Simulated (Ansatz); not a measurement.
# What SnO (model cell, started as CsCl type) distorts into, part 3 of 3

Aim: this structure of SnO (model cell, started as CsCl type) is to be tested for unstable modes, and one is followed downhill.

Ansatz 0.2.0; DFT PBEsol, scalar-relativistic, plane waves, PAW.

So far. Step 5 (Energy along the mode, all amplitudes (two of the runs …): The lowest of the steps tried is at 0.32 Å, 43.7 meV/atom below the parent; the bottom of the well need not coincide with a step. Step 7 (The new phase in its own primitive cell): The largest force component left is 0.087 meV/Å and the pressure is 0.001 GPa, within the tolerances set. The cell now holds 16.78 Å³/atom. The relaxed cell has a, b, c = 4.498, 2.922, 5.108 Å (conventional setting).

The structure was built from a prototype and need not be the compound's stable phase.

## 8. Modes of the new phase, k-mesh 8×12×8

A relaxed structure may still be a saddle point, so its zone-centre modes are computed. No field response is asked, since the mesh shows no gap.

input.yaml

```yaml
crystal:
  lattice:
    - [4.4982214289, 0.0, 0.0]
    - [0.0, 2.921814289, 0.0]
    - [0.0, 0.0, 5.1080598994]
  atoms:
    - { symbol: Sn, position: [0.75, 0.0, 0.7889424651] }
    - { symbol: Sn, position: [0.25, 0.0, 0.2110575349] }
    - { symbol: O, position: [0.75, 0.5, 0.1197014433] }
    - { symbol: O, position: [0.25, 0.5, 0.8802985567] }
kpoints:
  mp_grid: { grid: [8, 12, 8] }
hamiltonian:
  xc: pbesol
scf:
  occupations: { method: methfessel_paxton, width: 0.15 }
output:
  eigenvalues: true
phonons:
  method: dfpt
```

On the command line:

```console
$ ansatz run input.yaml --threads 4 --pin off --max-ram 7168MiB --backend cpu --events-out ev --progress --plain --runs-dir out
```

Numbers of over 12 decimals in the logs are rounded to 6 here.

What it wrote:

```text
zone centre: on kpoints.mp_grid the ground state, and the responses unless they are solved on pairs of k-points, stand on 175 of the mesh's 768 k-points, reduced under 4 symmetry operations, with k and −k counted as one. Each operation leaves every solved displacement unchanged or reverses it
[...]
Crystal: 4 atoms, lattice volume = 67.135 Å³
Basis set: ecut = 420 eV, 1307 PW (Γ), exchange–correlation on 64×40×72 points (8 copies of the dense FFT grid, shifted against one another)
Bands: 24, of which v1, the nominal top of the filled ones, is band 20 counted from 1 (19 counted from 0)
Symmetry: 8 space group operations
k-points: 175 of 768 (irreducible under 4 space group operations, time reversal used)
[...]
SCF iter   1: F=—  HF=-13019.114368 eV  |F-HF|=—  |Δ(HF+E_count)|=         —  Δρ=1.60e-2  dr2=1.61e-1  ethr=1.77e-3  ⟨swp⟩=5.4  Hψ=18753  notcnv=0
[...]
SCF iter  10: F=-13019.078802 eV  HF=-13019.078802 eV  |F-HF|=3.64e-12  |Δ(HF+E_count)|=  1.82e-11  S|Δr|=    0.00e0  Δρ=8.04e-8  dr2=4.79e-12  ethr=1.00e-12  ⟨swp⟩=6.1  Hψ=19652  notcnv=0
SCF 1 converged in 10 iterations: F = -13019.078802 eV  dr2 = 4.79e-12
[...]
DFPT response loops at Γ: preconditioner auto → Kerker (q_TF=auto, 2.503 Å⁻¹) (partly filled bands, converged f_vac=0.000); β = 1.00, the filter's whole step (`scf.mixing.beta` (0.50) is not read by the response loops under this deck's `scf.mixing.preconditioner`; to damp them name `kerker` or `kerker_dos`, under which they read `scf.mixing.beta`, and type it under 1.00, their step now; both keys bind the ground state too); Broyden in place of MSR1
SCF converged after 10 iterations
[...]
Free energy (F): -13019.078802 eV
[...]
Internal energy: -13019.078935 eV  (E = F + TS)
E sigma→0 (E₀):  -13019.078835 eV
Entropy (-TS):   0.000133 eV (0.033 meV/atom)
Fermi energy:    9.762541 eV
[...]
--- Band table (eV; the first three rows and the last of 175) ---
  k-point 0: bands = [... 16 lower, 7.0360, 7.7144, 8.0104, 8.5789, 12.1150, 12.9817, 14.9542, 17.3314]
  k-point 1: bands = [... 16 lower, 7.0412, 7.6710, 8.0115, 8.6378, 12.0412, 12.9392, 14.9182, 16.5467]
  k-point 2: bands = [... 16 lower, 7.0537, 7.5636, 8.0136, 8.7034, 11.9627, 12.8432, 14.8520, 15.2789]
  k-point 174: bands = [... 16 lower, 7.2396, 7.2396, 7.9215, 7.9215, 11.8322, 11.8322, 13.7618, 13.7618]
--- Phonons (Γ-DFPT): 6 representative perturbations + reference, on 175 of 768 k-points (Σ response iterations 20) ---
  k mesh reduced under 4 symmetry operations, with k and −k counted as one. Each operation leaves every solved displacement unchanged or reverses it
  ASR residual: 4.331e-5 → 0.000e0 eV/Å²; symmetrization residual: 5.849e-6 eV/Å²
  ASR residual per site (eV/Å²): 4.33e-5 4.33e-5 1.02e-5 1.02e-5
  Γ frequencies (cm⁻¹): -231.18 -206.78 -110.68 0.00 0.00 0.00 76.83 81.80 168.60 364.78 369.71 412.39
  non-analytic LO–TO correction: not included (Born effective charges unavailable; polar crystals: no LO–TO splitting at Γ)
```

Run time: 44 s. Hardware: 4 threads of Arm Neoverse V2, shared host; peak memory 1.2 GiB; 2.7 min of CPU time.

Numbers from this step:

* sum-rule residual before enforcement: 4.33e-5 eV/Å²
* point group: mmm
* highest optical mode at the zone centre (no LO-TO term): 412.4 cm⁻¹
* lowest optical zone-centre mode: -231.2 cm⁻¹

Patterns of degenerate modes are one choice out of their space. Modes at Γ, with each element's share of the kinetic energy (negative means imaginary):

```csv
mode,frequency (cm⁻¹),symmetry,Sn %,O %
1,-231.2,B3g,15,85
2,-206.8,B3u,12,88
3,-110.7,B2u,12,88
4,0.0,acoustic,88,12
5,0.0,acoustic,88,12
6,0.0,acoustic,88,12
7,76.8,B3g,85,15
8,81.8,B2g,99,1
9,168.6,Ag,95,5
10,364.8,B1u,12,88
11,369.7,Ag,5,95
12,412.4,B2g,1,99
```

Displacements in mode 1 (-231.2 cm⁻¹), the largest set to 1:
```
Sn1  0.00  0.16  0.00
Sn2  0.00 -0.16  0.00
O3   0.00  1.00  0.00
O4   0.00 -1.00  0.00
```

Displacements in mode 3 (-110.7 cm⁻¹), the largest set to 1:
```
Sn1  0.00 -0.13  0.00
Sn2  0.00 -0.13  0.00
O3   0.00  1.00  0.00
O4   0.00  1.00  0.00
```

Before it was imposed, the acoustic sum rule was missed by 4.3e-5 eV/Å². Small misses are needed for a sound result but don't prove that mesh and cutoff are converged. The lowest optical mode is imaginary, 231.2i cm⁻¹, so the energy falls along it.

## 9. Summary of results

```
unstable mode of the parent                                                      : q = (0, -0.5, -0.5), 283i cm⁻¹
depth at the lowest point sampled                                                : 43.7 meV/atom
largest atomic shift at that point                                               : 0.32 Å
space group reached (within 0.01 Å)                                              : Pmma
energy gained over the parent (first relaxation, on the mesh of the frozen mode) : 161 meV/atom
volume per atom, phase reached                                                   : 16.8 Å³
lowest optical zone-centre mode, phase reached                                   : -231 cm⁻¹
highest optical mode at the zone centre (no LO-TO term), phase reached           : 412 cm⁻¹
```

What this shows: Along this mode the structure falls into Pmma, 161 meV/atom below the parent. At the parent's cell the well is 43.73 meV/atom deep on the steps tried, with its lowest point at a shift of 0.32 Å. Relaxing atoms and cell changes the gain by +117.28 meV/atom against the lowest step (energies at zero smearing). Most of the total comes from this relaxation. The new phase still has an imaginary mode at the zone centre of its cell, so it is a saddle point on the way to a lower structure. Of the 6 patterns followed to their end from this parent, this one ends 230 meV/atom above the lowest, R3m. Each path keeps the symmetry of its pattern, so a lower phase may lie along a pattern not tried. With no gap, or one that is small against the smearing, the frequencies hang on the k mesh and the smearing, most of all near Kohn anomalies. A semilocal functional can close a gap that the real compound would have, so the metallic treatment may be an artefact of the level. Spin-orbit coupling is left out, which can matter for the heavy elements here. The starting cell was built on a prototype and not taken from a measurement, so the phase need not exist.

[Logs are printed without paths, hosts, clocks, repeated set-up lines and the standing remarks that a program may print on its own settings, such as how far it seeks lower states.]

[Hosts, paths, dates, database ids (printed as entryN), source tags and the programs' standing remarks are cut or masked in the printed files.]
